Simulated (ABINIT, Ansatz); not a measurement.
**Converging GW for CaC2 (R-3m) in ABINIT**

Aim: raise bands and screening cutoff together for CaC2 (R-3m) and follow gap and time.

Program: ABINIT 10.8.3. Level of theory: PBEsol and many-body steps on it, plane waves. Results are calculated unless marked as measured.

This is a report of a sequence of runs, with most program output left out.

## (1) Starting point

The structure is trigonal, space group R-3m (No. 166). Conventional cell: a = 3.889 Å, b = 3.889 Å, c = 11.862 Å, α = 90.00°, β = 90.00°, γ = 120.00°. Ca has 6 C at 2.62 Å nearest. C has 1 C at 1.26 Å and 3 Ca at 2.62 Å nearest. Farther neighbours are not listed.

As a file:

```cif
data_structure
_symmetry_space_group_name_H-M 'R-3m:H'
_symmetry_Int_Tables_number 166
_cell_length_a 3.8888
_cell_length_b 3.8888
_cell_length_c 11.8616
_cell_angle_alpha 90.000
_cell_angle_beta 90.000
_cell_angle_gamma 120.000
_cell_volume 155.35
loop_
_atom_site_label
_atom_site_type_symbol
_atom_site_symmetry_multiplicity
_atom_site_Wyckoff_symbol
_atom_site_fract_x
_atom_site_fract_y
_atom_site_fract_z
_atom_site_occupancy
Ca1 Ca 3 a 0.00000 0.00000 0.00000 1
C1 C 6 c 0.66667 0.33333 0.88625 1
```

The cell and positions are those that the Materials Project relaxed with its own functionals (PBE, PBE+U or r2SCAN), kept fixed.

## (2) Empty states on the mesh, 4×4×4 mesh, 134 bands

This step: ABINIT 10.8.3; DFT, PBEsol, plane waves, norm-conserving pseudopotentials.

The sums over transitions need many empty states on a uniform mesh; this step solves for them.

The input, run.abi:

```
acell 3*1.0 Angstrom
rprim 
  1.944397984288 1.122598699617 3.953874776707
  -1.944397984288 1.122598699617 3.953874776707
  -0.000000000000 -2.245197399304 3.953874776686
ntypat 2
znucl 20 6
natom 3
typat 1 2 2
xred 
  0.000000000000 0.000000000000 0.000000000000
  0.552915000000 0.552915000000 0.552915000000
  0.447085000000 0.447085000000 0.447085000000
pp_dirpath "pseudos"
pseudos "Ca.upf, C.upf"
ecut 37
ngkpt 4 4 4
nshiftk 1
shiftk 0 0 0
kptopt 1
chksymbreak 0
irdden 1
istwfk *1
nband 134
prtvol 0
optdriver 6
gwr_task "HDIAGO"
paral_kgb 0
occopt 1
indata_prefix "in"
outdata_prefix "out"
tmpdata_prefix "tmp"
```

On the command line:

```console
OMP_NUM_THREADS=1 mpirun -n 4 abinit run.abi > log
```

Elapsed: 3.8 min, on 4 MPI ranks of Arm Neoverse N1, shared host; peak memory 3.3 GiB.

This step gave:

| Quantity | Value |
| --- | --- |
| gap | 2.585 eV |
| k of the valence top | 0.5, 0.5, 0.5 |
| k of the conduction bottom | 0.5, 0.5, 0 |
| least direct gap | 3.890 eV |
| k points computed | 13 |
| lowest point of the top converged band, above the valence top | 90.2000 eV |

On this mesh the gap is 2.585 eV.

The density comes from a self-consistent run that is not shown.

## (3) Screening, 4×4×4 mesh, 23 bands, screening to 62.6 eV

The RPA dielectric matrix is built and inverted for each q.

This step: RPA screening on PBEsol, plane waves, norm-conserving pseudopotentials.

Changes to run.abi since step 2:

```diff
@@ -21,10 +21,11 @@
 chksymbreak 0
-irdden 1
 istwfk *1
-nband 134
-prtvol 0
-optdriver 6
-gwr_task "HDIAGO"
-paral_kgb 0
 occopt 1
+irdwfk 1
+optdriver 3
+nband 23
+ecuteps 2.3
+inclvkb 2
+awtr 1
+symchi 1
 indata_prefix "in"
```

Elapsed: 16 s, on 4 MPI ranks; peak memory 0.65 GiB.

This step gave:

```
ε∞ with local fields, on this mesh, along the program's q direction : 3.806
the same without local fields                                       : 4.627
plasma frequency                                                    : 21.89 eV
plane waves in the screening matrix                                 : 59
```

Local fields lower ε∞ by 18 %.

## (4) 23 bands, 62.6 eV

The self-energy is evaluated for the states that the input lists, and the levels follow from it, in one-shot runs by the linearised quasiparticle equation.

This step: G0W0 on PBEsol, plane waves, norm-conserving pseudopotentials.

Changes to run.abi since step 3:

```diff
@@ -24,8 +24,19 @@
 irdwfk 1
-optdriver 3
+optdriver 4
 nband 23
+gwcalctyp 0
+ecutsigx 37
+symsigma 1
+nkptgw 3
+kptgw 
+  0.5000000000 0.5000000000 0.5000000000
+  0.5000000000 0.5000000000 0.0000000000
+  0.0000000000 0.0000000000 0.0000000000
+bdgw 
+  7 11
+  8 11
+  8 11
 ecuteps 2.3
-inclvkb 2
-awtr 1
-symchi 1
+irdscr 1
+ppmodel 1
 indata_prefix "in"
```

Elapsed: 6.4 s, on 4 MPI ranks; peak memory 0.57 GiB; 25 s of CPU time.

This step gave:

```
G0W0 gap on the points computed              : 4.533 eV
starting gap on the mesh                     : 2.585 eV
k of the valence top                         : 0.5, 0.5, 0.5
k of the conduction bottom                   : 0.5, 0.5, 0
Z at the valence top                         : 0.777
Z at the conduction bottom                   : 0.82
least direct G0W0 gap on the computed points : 5.965 eV
```

The gap on the mesh goes from 2.59 eV to 4.53 eV, a correction of +1.95 eV.

## (5) Screening, 4×4×4 mesh, 56 bands, screening to 114.3 eV

This step: RPA screening on PBEsol, plane waves, norm-conserving pseudopotentials.

Changes to run.abi since step 4:

```diff
@@ -24,19 +24,8 @@
 irdwfk 1
-optdriver 4
-nband 23
-gwcalctyp 0
-ecutsigx 37
-symsigma 1
-nkptgw 3
-kptgw 
-  0.5000000000 0.5000000000 0.5000000000
-  0.5000000000 0.5000000000 0.0000000000
-  0.0000000000 0.0000000000 0.0000000000
-bdgw 
-  7 11
-  8 11
-  8 11
-ecuteps 2.3
-irdscr 1
-ppmodel 1
+optdriver 3
+nband 56
+ecuteps 4.2
+inclvkb 2
+awtr 1
+symchi 1
 indata_prefix "in"
```

Elapsed: 43 s, on 4 MPI ranks; peak memory 0.94 GiB; 2.9 min of CPU time.

Numbers from this step:

```yaml
eps_infinity_with_local_fields_on_this_mesh_along_the_program_s_q_direction: 3.796
the_same_without_local_fields: 4.705
plasma_frequency: 21.89 eV
plane_waves_in_the_screening_matrix: 139
```

## (6) 56 bands, 114.3 eV

This step: G0W0 on PBEsol, plane waves, norm-conserving pseudopotentials.

Changes to run.abi since step 5:

```diff
@@ -24,8 +24,19 @@
 irdwfk 1
-optdriver 3
+optdriver 4
 nband 56
+gwcalctyp 0
+ecutsigx 37
+symsigma 1
+nkptgw 3
+kptgw 
+  0.5000000000 0.5000000000 0.5000000000
+  0.5000000000 0.5000000000 0.0000000000
+  0.0000000000 0.0000000000 0.0000000000
+bdgw 
+  7 11
+  8 11
+  8 11
 ecuteps 4.2
-inclvkb 2
-awtr 1
-symchi 1
+irdscr 1
+ppmodel 1
 indata_prefix "in"
```

The job ended after 12 s (4 MPI ranks; peak memory 0.82 GiB).

This step gave:

| Property | Result |
| --- | --- |
| G0W0 gap on the points computed | 4.575 eV |
| starting gap on the mesh | 2.585 eV |
| k of the valence top | 0.5, 0.5, 0.5 |
| k of the conduction bottom | 0.5, 0.5, 0 |
| Z at the valence top | 0.777 |
| Z at the conduction bottom | 0.815 |
| least direct G0W0 gap on the computed points | 5.955 eV |

Against G0W0 in ABINIT (4×4×4 mesh, 23 bands, screening to 62.6 eV, Godby-Needs plasmon pole), the gap moves by +0.042 eV.

## (7) Screening, 4×4×4 mesh, 126 bands, screening to 176.9 eV

This step: RPA screening on PBEsol, plane waves, norm-conserving pseudopotentials.

Changes to run.abi since step 6:

```diff
@@ -24,19 +24,8 @@
 irdwfk 1
-optdriver 4
-nband 56
-gwcalctyp 0
-ecutsigx 37
-symsigma 1
-nkptgw 3
-kptgw 
-  0.5000000000 0.5000000000 0.5000000000
-  0.5000000000 0.5000000000 0.0000000000
-  0.0000000000 0.0000000000 0.0000000000
-bdgw 
-  7 11
-  8 11
-  8 11
-ecuteps 4.2
-irdscr 1
-ppmodel 1
+optdriver 3
+nband 126
+ecuteps 6.5
+inclvkb 2
+awtr 1
+symchi 1
 indata_prefix "in"
```

The job ended after 3.2 min (4 MPI ranks; peak memory 1.9 GiB).

Numbers from this step:

- ε∞ with local fields, on this mesh, along the program's q direction: 3.798
- the same without local fields: 4.711
- plasma frequency: 21.89 eV
- plane waves in the screening matrix: 285

## (8) 126 bands, 176.9 eV

This step: G0W0 on PBEsol, plane waves, norm-conserving pseudopotentials.

Changes to run.abi since step 7:

```diff
@@ -24,8 +24,19 @@
 irdwfk 1
-optdriver 3
+optdriver 4
 nband 126
+gwcalctyp 0
+ecutsigx 37
+symsigma 1
+nkptgw 3
+kptgw 
+  0.5000000000 0.5000000000 0.5000000000
+  0.5000000000 0.5000000000 0.0000000000
+  0.0000000000 0.0000000000 0.0000000000
+bdgw 
+  7 11
+  8 11
+  8 11
 ecuteps 6.5
-inclvkb 2
-awtr 1
-symchi 1
+irdscr 1
+ppmodel 1
 indata_prefix "in"
```

Wall time 55 s (4 MPI ranks); peak memory 1.9 GiB.

This step gave:

| Quantity | Value |
| --- | --- |
| G0W0 gap on the points computed | 4.648 eV |
| starting gap on the mesh | 2.585 eV |
| k of the valence top | 0.5, 0.5, 0.5 |
| k of the conduction bottom | 0.5, 0.5, 0 |
| least direct G0W0 gap on the computed points | 5.981 eV |

Against G0W0 in ABINIT (4×4×4 mesh, 56 bands, screening to 114.3 eV, Godby-Needs plasmon pole), the gap moves by +0.073 eV.

## (9) Side by side

Times are wall times on 4 MPI ranks of Arm Neoverse N1, shared host, good to a factor of about two. A run's time includes the screening step that it read.

```csv
run,mesh,bands,screening cutoff (eV),DFT gap (eV),gap on the mesh (eV),direct (eV),ε∞ used,time
"23 bands, 62.6 eV",4×4×4,23,62.6,2.585,4.533,5.965,3.81,22 s
"56 bands, 114.3 eV",4×4×4,56,114.3,2.585,4.575,5.955,3.80,55 s
"126 bands, 176.9 eV",4×4×4,126,176.9,2.585,4.648,5.981,3.80,4.1 min
```

## (10) Summary of results

| Property | Result |
| --- | --- |
| 23 bands, 62.6 eV | 4.533 eV |
| 56 bands, 114.3 eV | 4.575 eV |
| 126 bands, 176.9 eV | 4.648 eV |
| known limits | not at the basis limit |

**Reading.** From the first rung to the last the gap moves by +0.12 eV for 11 times the time. The steps are not yet shrinking, so no limit is drawn. In the G0W0 runs levels were corrected at 3 k points alone, so a gap called «on the mesh» is the least over those, and an edge elsewhere would be missed.

[Paths, hosts, dates, memory and timing lines, banners, echoed tables and standing remarks are left out of the program output.]

[Logs are printed without paths, hosts, clocks, repeated set-up lines and the standing remarks that a program may print on its own settings, such as how far it seeks lower states.]

[Runs of the session that timed out or met a known fault of the program may be left out.]

[Hosts, paths, dates, database ids (printed as entryN), source tags and the programs' standing remarks are cut or masked in the printed files.]

[G0W0 gaps are taken among the corrected bands and points alone; a level outside them can change the order at an edge.]

[Where Ansatz stands beside ABINIT at settings called matched, ABINIT's density can come from a denser mesh and the files from another edition; pairs whose starting gaps differed by over 0.03 eV were left out, so agreement reads better than it is.]
